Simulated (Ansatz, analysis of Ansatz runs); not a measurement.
# A hop of H in Be3N2 (P6_3/mmc), charge +1, part 3 of 4

Aim: the barrier of one jump in Be3N2 (P6_3/mmc) at charge +1: H transfer from N to N. The model is a cell of 120 host atoms with 1 H put in; H is the atom that moves.

Ansatz 0.2.0; plane-wave PAW DFT, HSE06; nudged elastic band between two relaxed defect structures at fixed charge in a uniform background.

So far, barrier forward (eV): step 4 (nudged elastic band, charge +1) 1.66.

**5. Single point at the start point, PBEsol**

Three single points with PBEsol show how much the barrier depends on that choice; lattice and path are kept. The start is shown; top and end are run alike.

This step: plane-wave PAW DFT, PBEsol; single point of a defect supercell on a structure of the HSE06 path.

Contents of qp1.start.pbesol/input.yaml:

```yaml
crystal:
  lattice:
    - [8.51188346, 4.91433821, 0.0]
    - [-8.51188346, 4.91433821, 0.0]
    - [0.0, 0.0, 9.71005628]
  atoms:
    - { symbol: Be, position: [0.00036794, 0.3318555, 0.077452] }
    - { symbol: Be, position: [0.16521265, 0.16418447, 0.07747538] }
    - { symbol: Be, position: [0.33288303, -0.00067915, 0.07746453] }
    - { symbol: Be, position: [-0.00113731, 0.16579122, 0.57751358] }
    - { symbol: Be, position: [0.16680867, -0.00215317, 0.57751731] }
    - { symbol: Be, position: [0.31297187, 0.31198205, 0.57973976] }
    - { symbol: Be, position: [-0.00073239, 0.16495651, 0.92083237] }
    - { symbol: Be, position: [0.16599644, -0.00174602, 0.9208284] }
    - { symbol: Be, position: [0.32748587, 0.32645437, 0.92204498] }
    - { symbol: Be, position: [0.00092639, 0.33288333, 0.42055323] }
    - { symbol: Be, position: [0.16310926, 0.16207391, 0.41789076] }
    - { symbol: Be, position: [0.3339112, -7.606e-05, 0.42056464] }
    - { symbol: Be, position: [-0.00059853, -0.00161782, 0.24639402] }
    - { symbol: Be, position: [0.16765356, 0.3326425, 0.24793923] }
    - { symbol: Be, position: [0.33367425, 0.16662267, 0.2479236] }
    - { symbol: Be, position: [0.00122639, 0.00020562, 0.74775407] }
    - { symbol: Be, position: [0.16643935, 0.33350491, 0.75348714] }
    - { symbol: Be, position: [0.33452169, 0.16541881, 0.7534281] }
    - { symbol: "N", position: [0.00033769, -0.00068295, -0.00012428] }
    - { symbol: "N", position: [0.16680928, 0.33246115, -0.00170204] }
    - { symbol: "N", position: [0.33348155, 0.16577499, -0.00168964] }
    - { symbol: "N", position: [-0.00014607, -0.00117531, 0.49953827] }
    - { symbol: "N", position: [0.16681607, 0.33187259, 0.49868352] }
    - { symbol: "N", position: [0.33291201, 0.16582891, 0.49869683] }
    - { symbol: "N", position: [0.00130266, 0.33285467, 0.24887794] }
    - { symbol: "N", position: [0.16646897, 0.16543802, 0.2480029] }
    - { symbol: "N", position: [0.33387746, 0.00026996, 0.24889225] }
    - { symbol: "N", position: [0.00059912, 0.16636814, 0.74925142] }
    - { symbol: "N", position: [0.16739097, -0.00042334, 0.749252] }
    - { symbol: "N", position: [0.33379309, 0.3327742, 0.74916272] }
    - { symbol: Be, position: [0.0012692, 0.8323369, 0.07745717] }
    - { symbol: Be, position: [0.16829181, 0.66772004, 0.07744945] }
    - { symbol: Be, position: [0.3321959, 0.49977083, 0.07483168] }
    - { symbol: Be, position: [0.00252916, 0.66760227, 0.57754167] }
    - { symbol: Be, position: [0.16702093, 0.49967893, 0.57835499] }
    - { symbol: Be, position: [0.332781, 0.83359691, 0.57750997] }
    - { symbol: Be, position: [0.00214772, 0.66641939, 0.92085132] }
    - { symbol: Be, position: [0.1650138, 0.49966368, 0.92112944] }
    - { symbol: Be, position: [0.33396758, 0.8343686, 0.92083612] }
    - { symbol: Be, position: [0.00069291, 0.83276293, 0.42058126] }
    - { symbol: Be, position: [0.1678003, 0.66665707, 0.42056304] }
    - { symbol: Be, position: [0.33150094, 0.49977535, 0.42027827] }
    - { symbol: Be, position: [0.00219217, 0.49977621, 0.24634242] }
    - { symbol: Be, position: [0.16745553, 0.83309642, 0.25001084] }
    - { symbol: Be, position: [0.33478102, 0.6669036, 0.24790319] }
    - { symbol: Be, position: [0.00017093, 0.49968543, 0.74789068] }
    - { symbol: Be, position: [0.16738912, 0.83302702, 0.7502748] }
    - { symbol: Be, position: [0.33261452, 0.66585424, 0.75348629] }
    - { symbol: "N", position: [0.00116923, 0.49972453, -0.00015676] }
    - { symbol: "N", position: [0.16740566, 0.83306887, -0.00128078] }
    - { symbol: "N", position: [0.334078, 0.66701246, -0.00167767] }
    - { symbol: "N", position: [0.00162814, 0.49973685, 0.49950748] }
    - { symbol: "N", position: [0.16739385, 0.83308559, 0.49872219] }
    - { symbol: "N", position: [0.33467282, 0.66760432, 0.49865934] }
    - { symbol: "N", position: [0.00032533, 0.83237148, 0.24888817] }
    - { symbol: "N", position: [0.16823496, 0.66672503, 0.24887643] }
    - { symbol: "N", position: [0.33487727, 0.49978317, 0.24748385] }
    - { symbol: "N", position: [0.00075796, 0.66645994, 0.74927561] }
    - { symbol: "N", position: [0.16674361, 0.49966044, 0.74973924] }
    - { symbol: "N", position: [0.33389805, 0.83295972, 0.7492523] }
    - { symbol: Be, position: [0.50079457, 0.33115693, 0.07483772] }
    - { symbol: Be, position: [0.6687153, 0.16723882, 0.07744685] }
    - { symbol: Be, position: [0.83335248, 0.00025916, 0.07747101] }
    - { symbol: Be, position: [0.50072609, 0.16605015, 0.57835053] }
    - { symbol: Be, position: [0.66861356, 0.00148746, 0.57752389] }
    - { symbol: Be, position: [0.83462692, 0.33176181, 0.57753049] }
    - { symbol: Be, position: [0.50063432, 0.16393415, 0.92112619] }
    - { symbol: Be, position: [0.66742614, 0.00108522, 0.92083183] }
    - { symbol: Be, position: [0.83540343, 0.33291824, 0.92085065] }
    - { symbol: Be, position: [0.50080389, 0.33054389, 0.4202591] }
    - { symbol: Be, position: [0.66769641, 0.16677428, 0.42056899] }
    - { symbol: Be, position: [0.83377513, -0.00035997, 0.42058594] }
    - { symbol: Be, position: [0.50079523, 0.00115754, 0.24642142] }
    - { symbol: Be, position: [0.66792588, 0.33374488, 0.2479725] }
    - { symbol: Be, position: [0.83412615, 0.16642844, 0.25000482] }
    - { symbol: Be, position: [0.50070609, -0.00085182, 0.74783237] }
    - { symbol: Be, position: [0.66686358, 0.33156723, 0.7536654] }
    - { symbol: Be, position: [0.83404296, 0.16635272, 0.75026961] }
    - { symbol: "N", position: [0.50074501, 0.00014101, -0.00016431] }
    - { symbol: "N", position: [0.66803216, 0.33304552, -0.00173605] }
    - { symbol: "N", position: [0.83409138, 0.16638003, -0.00127977] }
    - { symbol: "N", position: [0.5007651, 0.00061597, 0.4995015] }
    - { symbol: "N", position: [0.66863561, 0.33368016, 0.4986271] }
    - { symbol: "N", position: [0.83410395, 0.16637363, 0.49872241] }
    - { symbol: "N", position: [0.50081726, 0.33384974, 0.24748359] }
    - { symbol: "N", position: [0.66774899, 0.16720235, 0.24887928] }
    - { symbol: "N", position: [0.83339492, -0.00069806, 0.24889861] }
    - { symbol: "N", position: [0.50067701, 0.16571633, 0.74973517] }
    - { symbol: "N", position: [0.66747575, -0.00026739, 0.74925891] }
    - { symbol: "N", position: [0.83397762, 0.33286825, 0.74926861] }
    - { symbol: Be, position: [0.50082726, 0.83540855, 0.07745128] }
    - { symbol: Be, position: [0.66943868, 0.66842114, 0.07483694] }
    - { symbol: Be, position: [0.83641207, 0.49979319, 0.07743044] }
    - { symbol: Be, position: [0.50066204, 0.68738259, 0.57975448] }
    - { symbol: Be, position: [0.68868484, 0.49966686, 0.5798428] }
    - { symbol: Be, position: [0.8343226, 0.83328178, 0.57836058] }
    - { symbol: Be, position: [0.50066503, 0.67283901, 0.92205309] }
    - { symbol: Be, position: [0.67381728, 0.49964074, 0.92207933] }
    - { symbol: Be, position: [0.836376, 0.83539946, 0.92112626] }
    - { symbol: Be, position: [0.50079323, 0.83745001, 0.41788597] }
    - { symbol: Be, position: [0.67001645, 0.66898003, 0.42027012] }
    - { symbol: Be, position: [0.83851983, 0.49976422, 0.4178548] }
    - { symbol: Be, position: [0.50079633, 0.49976494, 0.24408166] }
    - { symbol: Be, position: [0.66681513, 0.83291731, 0.24795788] }
    - { symbol: Be, position: [0.83394506, 0.66578889, 0.24799934] }
    - { symbol: Be, position: [0.50068508, 0.49968304, 0.78212735] }
    - { symbol: Be, position: [0.66876443, 0.83392324, 0.75349292] }
    - { symbol: Be, position: [0.83496122, 0.6677757, 0.75369224] }
    - { symbol: "N", position: [0.50075319, 0.49972274, -0.01066825] }
    - { symbol: "N", position: [0.66741479, 0.83366516, -0.00169622] }
    - { symbol: "N", position: [0.8346841, 0.6663957, -0.00174706] }
    - { symbol: "N", position: [0.50067412, 0.49970463, 0.49011426] }
    - { symbol: "N", position: [0.66676167, 0.83360269, 0.4986542] }
    - { symbol: "N", position: [0.83463708, 0.66572312, 0.49862294] }
    - { symbol: "N", position: [0.50081708, 0.83414078, 0.2479837] }
    - { symbol: "N", position: [0.66675085, 0.66571758, 0.24748742] }
    - { symbol: "N", position: [0.83516732, 0.4997857, 0.24796102] }
    - { symbol: "N", position: [0.50066489, 0.66653666, 0.74916662] }
    - { symbol: "N", position: [0.66756021, 0.49964552, 0.74917633] }
    - { symbol: "N", position: [0.83461075, 0.83359376, 0.74973893] }
    - { symbol: H, position: [0.50092105, 0.49962042, 0.59551607] }
total_charge: 1
basis:
  ecutwfc: 420
  xc_grid: 2
hamiltonian:
  xc: pbesol
kpoints:
  mp_grid: { grid: [1, 1, 1], shift: [0.25, 0.25, 0.25] }
scf:
  occupations: { method: fixed }
  max_iter: 100
output:
  forces: true
  eigenvalues: true
checkpoint:
  write: "../qp1.start.pbesol.run"
  compress: false
  write_wavefunctions: false
  write_every: 100000
```

On the command line:

```
$ ansatz run input.yaml --threads 32 --pin off --max-ram 84787MiB --backend cuda --events-out ev --progress --plain --runs-dir out --max-vram 78GiB
```

Log:

```text
[...]
Crystal: 121 atoms, lattice volume = 812.349 Å³
Basis set: ecut = 420 eV, 15933 PW (Γ), exchange–correlation on 144×144×144 points (8 copies of the dense FFT grid, shifted against one another)
Bands: 313, of which v1, the nominal top of the filled ones, is band 192 counted from 1 (191 counted from 0)
[...]
k-points: 1
[...]
SCF iter   1: F=—  HF=-24830.531215 eV  |F-HF|=—  |Δ(HF+E_count)|=         —  Δρ=6.20e-3  dr2=3.25e-1  ethr=1.77e-3  ⟨swp⟩=6.0  Hψ=1466  notcnv=0  defer=118
[...]
SCF iter   2: F=—  HF=-24830.446491 eV  |F-HF|=—  |Δ(HF+E_count)|=   8.47e-2  Δρ=1.68e-3  dr2=2.39e-2  ethr=8.46e-5  ⟨swp⟩=2.0  Hψ=463  notcnv=0  defer=119
[...]
automatic band count: iteration 3 solves 222 bands in place of 313: the levels show a gap, and the empty bands left out lie too high to hold charge; the band table lists the bands solved (type scf.n_e [...]
[...]
SCF iter   7: F=—  HF=-24830.438191 eV  |F-HF|=—  |Δ(HF+E_count)|=   2.01e-7  Δρ=5.57e-6  dr2=2.23e-7  ethr=2.60e-11  ⟨swp⟩=20.0  Hψ=1240  notcnv=0
SCF iter   8: F=-24830.438191 eV  HF=-24830.438191 eV  |F-HF|=2.04e-10  |Δ(HF+E_count)|=   3.14e-8  Δρ=9.38e-7  dr2=5.06e-9  ethr=2.60e-11  ⟨swp⟩=4.0  Hψ=697  notcnv=0
SCF 1 converged in 8 iterations: F = -24830.438191 eV  dr2 = 5.06e-9
[...]
SCF converged after 8 iterations
Free energy (F): -24830.438191 eV
[...]
--- Band table (eV) ---
[...]
```

Run time: 1.2 s. Hardware: 1 × NVIDIA GB200 with 32 threads of Arm Neoverse V2, shared host; peak memory 1.2 GiB; 3.4 s of CPU time.

This step gave:

```yaml
free_energy: -24830.4382 eV
```

**6. Barrier from single points, PBEsol**

Analysis of the runs above: barrier from PBEsol single points on the HSE06 path.

It gives:

```yaml
barrier_forward: 1.467 eV
barrier_backward: 1.467 eV
end_less_start: 8.89e-5 eV
```

This gives 1.467 eV against the band's 1.664 eV.

(Continued in part 4 of 4.)

[Logs are printed without paths, hosts, clocks, repeated set-up lines and the standing remarks that a program may print on its own settings, such as how far it seeks lower states.]

[Hosts, paths, dates, database ids (printed as entryN), source tags and the programs' standing remarks are cut or masked in the printed files.]
